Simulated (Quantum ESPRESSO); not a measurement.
**Collinear magnetic orders of Sr2Fe2S2OF2 with Quantum ESPRESSO**

Aim: find out which collinear order of Sr2Fe2S2OF2 costs least.

Program: Quantum ESPRESSO 7.5. Level of theory: PBEsol; plane waves with GBRV 1.5 PBEsol potentials, no spin-orbit coupling. Results are calculated unless marked as measured.

## 1. The starting structure

The structure is tetragonal, space group I4/mmm (No. 139). Conventional cell: a = 4.040 Å, b = 4.040 Å, c = 17.998 Å, α = 90.00°, β = 90.00°, γ = 90.00°. Nearest to Sr lie 4 F at 2.47 Å and 1 O at 3.08 Å and 4 S at 3.18 Å. Fe has 2 O at 2.02 Å and 4 S at 2.63 Å nearest. Nearest to S lie 4 Fe at 2.63 Å and 4 Sr at 3.18 Å. Nearest to O lie 4 Fe at 2.02 Å and 2 Sr at 3.08 Å. F has 4 Sr at 2.47 Å nearest. Farther neighbours and most contacts between anions are not listed.

Coordinates:

```cif
data_structure
_symmetry_space_group_name_H-M 'P 1'
_symmetry_Int_Tables_number 1
_cell_length_a 9.4415
_cell_length_b 9.4415
_cell_length_c 9.4415
_cell_angle_alpha 155.292
_cell_angle_beta 155.292
_cell_angle_gamma 35.224
_cell_volume 146.88
loop_
_atom_site_label
_atom_site_type_symbol
_atom_site_fract_x
_atom_site_fract_y
_atom_site_fract_z
_atom_site_occupancy
Sr1 Sr 0.67100 0.67100 0.00000 1
Sr2 Sr 0.32900 0.32900 0.00000 1
Fe3 Fe 0.00000 0.50000 0.50000 1
Fe4 Fe 0.50000 0.00000 0.50000 1
S5 S 0.09381 0.09381 0.00000 1
S6 S 0.90619 0.90619 0.00000 1
O7 O 0.50000 0.50000 0.00000 1
F8 F 0.25000 0.75000 0.50000 1
F9 F 0.75000 0.25000 0.50000 1
```

The cell comes from the Crystallography Open Database.

## 2. Start 1: ferro ++

The signs are those of the starting moments on the seeded atoms, the atoms that are given a moment.

pw.in reads:

```
&CONTROL
  calculation = 'scf'
  prefix = 'pwscf'
  outdir = './tmp'
  pseudo_dir = './pseudo'
  disk_io = 'nowf'
/
&SYSTEM
  ibrav = 0
  nat = 9
  ntyp = 5
  ecutwfc = 40
  ecutrho = 280
  nbnd = 59
  occupations = 'smearing'
  smearing = 'fd'
  degauss = 0.00367493
  nspin = 2
  starting_magnetization(1) = 0
  starting_magnetization(2) = 0.25
  starting_magnetization(3) = 0
  starting_magnetization(4) = 0
  starting_magnetization(5) = 0
/
&ELECTRONS
  conv_thr = 1.8d-08
  electron_maxstep = 150
  mixing_beta = 0.3
/
ATOMIC_SPECIES
Sr     87.6200 sr_pbesol_v1.uspp.F.UPF
Fe     55.8450 fe_pbesol_v1.5.uspp.F.UPF
S      32.0600 s_pbesol_v1.4.uspp.F.UPF
O      15.9990 o_pbesol_v1.2.uspp.F.UPF
F      18.9984 f_pbesol_v1.4.uspp.F.UPF
CELL_PARAMETERS angstrom
  -2.0200000000    2.0200000000    8.9990000000
   2.0200000000   -2.0200000000    8.9990000000
   2.0200000000    2.0200000000   -8.9990000000
ATOMIC_POSITIONS crystal
Sr      0.6710000000    0.6710000000    0.0000000000
Sr      0.3290000000    0.3290000000    0.0000000000
Fe      0.0000000000    0.5000000000    0.5000000000
Fe      0.5000000000    0.0000000000    0.5000000000
S       0.0938100000    0.0938100000    0.0000000000
S       0.9061900000    0.9061900000    0.0000000000
O       0.5000000000    0.5000000000    0.0000000000
F       0.2500000000    0.7500000000    0.5000000000
F       0.7500000000    0.2500000000    0.5000000000
K_POINTS automatic
8 8 8 0 0 0
```

On the command line:

```sh
$ OMP_NUM_THREADS=1 mpirun -n 4 pw.x -nk 4 -in pw.in > pw.out
```

Output:

```text
Program PWSCF v.7.5 starts

     Message from routine setup:
     using ibrav=0 with symmetry is DISCOURAGED, use correct ibrav instead

     K-points division:     npool     =       4
     Subspace diagonalization in iterative solution of the eigenvalue problem:

     G-vector sticks info
     --------------------
     sticks:   dense  smooth     PW     G-vecs:    dense   smooth      PW
     Sum        4087    2333    813                78531    33817    7001

     Using Slab Decomposition

     bravais-lattice index     =            0
     lattice parameter (alat)  =      17.8419  a.u.
     unit-cell volume          =     991.1824 (a.u.)^3
     number of atoms/cell      =            9
     number of atomic types    =            5
     number of electrons       =        84.00
     number of Kohn-Sham states=           59
     kinetic-energy cutoff     =      40.0000  Ry
     charge density cutoff     =     280.0000  Ry
     scf convergence threshold =      1.8E-08
     mixing beta               =       0.3000
     number of iterations used =            8  plain     mixing
     Exchange-correlation= SLA  PW   PSX  PSC
                           (   1   4  10   8   0   0   0)

     celldm(1)=  17.841937  celldm(2)=   0.000000  celldm(3)=   0.000000
     celldm(4)=   0.000000  celldm(5)=   0.000000  celldm(6)=   0.000000

     crystal axes: (cart. coord. in units of alat)
               a(1) = (  -0.213948   0.213948   0.953128 )
               a(2) = (   0.213948  -0.213948   0.953128 )
               a(3) = (   0.213948   0.213948  -0.953128 )

     reciprocal axes: (cart. coord. in units 2 pi/alat)
               b(1) = (  0.000000  2.337016  0.524589 )
               b(2) = (  2.337016  0.000000  0.524589 )
               b(3) = (  2.337016  2.337016  0.000000 )

     PseudoPot. # 1 for Sr read from file:
     sr_pbesol_v1.uspp.F.UPF
     Pseudo is Ultrasoft + core correction, Zval = 10.0
     Generated by new atomic code, or converted to UPF format
     Using radial grid of  883 points,  6 beta functions with:
                l(1) =   0
                l(2) =   0
                l(3) =   1
                l(4) =   1
                l(5) =   2
                l(6) =   2
     Q(r) pseudized with  6 coefficients,  rinner =    1.400   1.400   1.400
                                                       1.400   1.400

     PseudoPot. # 2 for Fe read from file:
     fe_pbesol_v1.5.uspp.F.UPF
     Pseudo is Ultrasoft + core correction, Zval = 16.0
     Generated by new atomic code, or converted to UPF format
     Using radial grid of  861 points,  6 beta functions with:
                l(1) =   0
                l(2) =   0
                l(3) =   1
                l(4) =   1
                l(5) =   2
                l(6) =   2
     Q(r) pseudized with  8 coefficients,  rinner =    1.000   1.000   1.000
                                                       1.000   1.000

     PseudoPot. # 3 for S  read from file:
     s_pbesol_v1.4.uspp.F.UPF
     Pseudo is Ultrasoft + core correction, Zval =  6.0
     Generated by new atomic code, or converted to UPF format
     Using radial grid of  907 points,  6 beta functions with:
                l(1) =   0
                l(2) =   0
                l(3) =   1
                l(4) =   1
                l(5) =   2
                l(6) =   2
     Q(r) pseudized with  8 coefficients,  rinner =    1.300   1.300   1.300
                                                       1.300   1.300

     PseudoPot. # 4 for O  read from file:
     o_pbesol_v1.2.uspp.F.UPF
     Pseudo is Ultrasoft + core correction, Zval =  6.0
     Generated by new atomic code, or converted to UPF format
     Using radial grid of  737 points,  5 beta functions with:
                l(1) =   0
                l(2) =   0
                l(3) =   1
                l(4) =   1
                l(5) =   2
     Q(r) pseudized with  8 coefficients,  rinner =    0.900   0.900   0.900
                                                       0.900   0.900

     PseudoPot. # 5 for F  read from file:
     f_pbesol_v1.4.uspp.F.UPF
     Pseudo is Ultrasoft, Zval =  7.0
     Generated by new atomic code, or converted to UPF format
     Using radial grid of  799 points,  4 beta functions with:
                l(1) =   0
                l(2) =   0
                l(3) =   1
                l(4) =   1
     Q(r) pseudized with  8 coefficients,  rinner =    0.950   0.950   0.950

     atomic species   valence    mass     pseudopotential
     Sr               10.00    87.62000     Sr( 1.00)
     Fe               16.00    55.84500     Fe( 1.00)
     S                 6.00    32.06000     S ( 1.00)
     O                 6.00    15.99900     O ( 1.00)
     F                 7.00    18.99840     F ( 1.00)

     Starting magnetic structure
     atomic species   magnetization
     Sr              0.000
     Fe              0.250
     S               0.000
     O               0.000
     F               0.000

     16 Sym. Ops., with inversion, found

   Cartesian axes

     site n.     atom                  positions (alat units)
         1        Sr     tau(   1) = (  -0.0000000   0.0000000   1.2790974  )
         2        Sr     tau(   2) = (  -0.0000000   0.0000000   0.6271581  )
         3        Fe     tau(   3) = (   0.2139480   0.0000000   0.0000000  )
         4        Fe     tau(   4) = (   0.0000000   0.2139480   0.0000000  )
         5        S      tau(   5) = (  -0.0000000   0.0000000   0.1788258  )
         6        S      tau(   6) = (  -0.0000000   0.0000000   1.7274297  )
         7        O      tau(   7) = (   0.0000000   0.0000000   0.9531277  )
         8        F      tau(   8) = (   0.2139480   0.0000000   0.4765639  )
         9        F      tau(   9) = (   0.0000000   0.2139480   0.4765639  )

     number of k points=    59  Fermi-Dirac smearing, width (Ry)=  0.0037
                       cart. coord. in units 2pi/alat
        k(    1) = (   0.0000000   0.0000000   0.0000000), wk =   0.0019531
        k(    2) = (   0.2921271   0.2921271   0.0000000), wk =   0.0078125
        k(    3) = (   0.5842541   0.5842541   0.0000000), wk =   0.0078125
        k(    4) = (   0.8763812   0.8763812   0.0000000), wk =   0.0078125
        k(    5) = (  -1.1685082  -1.1685082   0.0000000), wk =   0.0039062
        [... 54 further k-points ...]

     Dense  grid:    78531 G-vectors     FFT dimensions: (  96,  96,  96)

     Smooth grid:    33817 G-vectors     FFT dimensions: (  72,  72,  72)

     Check: negative core charge=   -0.000018
     Generating pointlists ...
     new r_m :   0.1079 (alat units)  1.9256 (a.u.) for type    1
     new r_m :   0.0883 (alat units)  1.5746 (a.u.) for type    2
     new r_m :   0.1150 (alat units)  2.0522 (a.u.) for type    3
     new r_m :   0.0883 (alat units)  1.5746 (a.u.) for type    4
     new r_m :   0.1079 (alat units)  1.9256 (a.u.) for type    5

     Initial potential from superposition of free atoms

     starting charge      81.9384, renormalised to      84.0000

     negative rho (up, down):  6.553E-02 6.553E-02
     Starting wfcs are   72 randomized atomic wfcs

     Self-consistent Calculation

     iteration #  1     ecut=    40.00 Ry     beta= 0.30
     Davidson diagonalization with overlap
     ethr =  1.00E-02,  avg # of iterations =  5.6

     negative rho (up, down):  6.447E-02 6.448E-02

     total energy              =    -781.86430708 Ry
     estimated scf accuracy    <      81.15560724 Ry

     total magnetization       =     0.17 Bohr mag/cell
     absolute magnetization    =     1.08 Bohr mag/cell

     iteration #  2     ecut=    40.00 Ry     beta= 0.30
     Davidson diagonalization with overlap
     ethr =  1.00E-02,  avg # of iterations =  7.5

     negative rho (up, down):  6.384E-02 6.384E-02

     total energy              =    -793.85158639 Ry
     estimated scf accuracy    <     527.00377455 Ry

     total magnetization       =     0.21 Bohr mag/cell
     absolute magnetization    =     0.33 Bohr mag/cell

     iteration #  3     ecut=    40.00 Ry     beta= 0.30
     Davidson diagonalization with overlap
     ethr =  1.00E-02,  avg # of iterations =  7.3

     negative rho (up, down):  6.374E-02 6.374E-02

     total energy              =    -818.83320765 Ry
     estimated scf accuracy    <      17.94407163 Ry

     total magnetization       =     4.16 Bohr mag/cell
     absolute magnetization    =     4.32 Bohr mag/cell

     [... further iterations left out ...]

     iteration # 15     ecut=    40.00 Ry     beta= 0.30
     Davidson diagonalization with overlap
     ethr =  6.80E-09,  avg # of iterations =  2.9

     negative rho (up, down):  6.656E-02 6.652E-02

     total energy              =    -818.69048201 Ry
     estimated scf accuracy    <       0.00000174 Ry

     total magnetization       =     7.97 Bohr mag/cell
     absolute magnetization    =     8.02 Bohr mag/cell

     iteration # 16     ecut=    40.00 Ry     beta= 0.30
     Davidson diagonalization with overlap
     ethr =  2.08E-09,  avg # of iterations =  2.1

     negative rho (up, down):  6.656E-02 6.651E-02

     total energy              =    -818.69048255 Ry
     estimated scf accuracy    <       0.00000015 Ry

     total magnetization       =     7.97 Bohr mag/cell
     absolute magnetization    =     8.02 Bohr mag/cell

     iteration # 17     ecut=    40.00 Ry     beta= 0.30
     Davidson diagonalization with overlap
     ethr =  1.76E-10,  avg # of iterations =  4.0

     negative rho (up, down):  6.656E-02 6.651E-02

     total energy              =    -818.69048267 Ry
     estimated scf accuracy    <       0.00000005 Ry

     total magnetization       =     7.97 Bohr mag/cell
     absolute magnetization    =     8.02 Bohr mag/cell

     iteration # 18     ecut=    40.00 Ry     beta= 0.30
     Davidson diagonalization with overlap
     ethr =  5.87E-11,  avg # of iterations =  3.0

     negative rho (up, down):  6.656E-02 6.651E-02

     Magnetic moment per site  (integrated on atomic sphere of radius R)
     atom   1 (R=0.108)  charge=  7.0453  magn=  0.0066
     atom   2 (R=0.108)  charge=  7.0453  magn=  0.0066
     atom   3 (R=0.088)  charge= 13.2385  magn=  3.2117
     atom   4 (R=0.088)  charge= 13.2385  magn=  3.2117
     atom   5 (R=0.115)  charge=  4.6818  magn=  0.2156
     atom   6 (R=0.115)  charge=  4.6818  magn=  0.2156
     atom   7 (R=0.088)  charge=  5.5236  magn=  0.2920
     atom   8 (R=0.108)  charge=  7.2065  magn=  0.0049
     atom   9 (R=0.108)  charge=  7.2065  magn=  0.0049

     End of self-consistent calculation

     Number of k-points >= 100: set verbosity='high' to print the bands.

     the Fermi energy is     9.6770 ev

!    total energy              =    -818.69048272 Ry
     estimated scf accuracy    <          7.5E-09 Ry
     smearing contrib. (-TS)   =      -0.00212679 Ry
     internal energy E=F+TS    =    -818.68835594 Ry

     The total energy is F=E-TS. E is the sum of the following terms:
     one-electron contribution =    -553.51562788 Ry
     hartree contribution      =     314.96631174 Ry
     xc contribution           =    -136.89137993 Ry
     ewald contribution        =    -443.24765987 Ry

     total magnetization       =     7.97 Bohr mag/cell
     absolute magnetization    =     8.02 Bohr mag/cell

     convergence has been achieved in  18 iterations

=------------------------------------------------------------------------------=
   JOB DONE.
=------------------------------------------------------------------------------=
```

Elapsed: 17 min, on 4 MPI ranks of Arm Neoverse V1, shared host; peak memory 1.9 GiB; 67 min of CPU time.

Spin moment in the atom's sphere by atom:

```
atom  spin moment in the atom's sphere (μB)
 Sr1                                   0.01
 Sr2                                   0.01
 Fe3                                   3.21
 Fe4                                   3.21
  S5                                   0.22
  S6                                   0.22
  O7                                   0.29
  F8                                   0.00
  F9                                   0.00
```

This step gave:

```yaml
smearing_term_ts: 0.02894 eV
magnetization: 7.97 μB
absolute_magnetization: 8.02 μB
final_state: ferromagnetic
```

(Continued in part 2 of 2.)

[Logs and program files are shortened in this print: banners, set-up blocks, solver, clock and traceback lines can be left out without a mark of their own.]

[Logs are printed without paths, hosts, clocks, repeated set-up lines and the standing remarks that a program may print on its own settings, such as how far it seeks lower states.]

[Hosts, paths, dates, database ids (printed as entryN), source tags and the programs' standing remarks are cut or masked in the printed files.]

[Where a cell is said to come from a database of computed structures, the database is the Materials Project.]
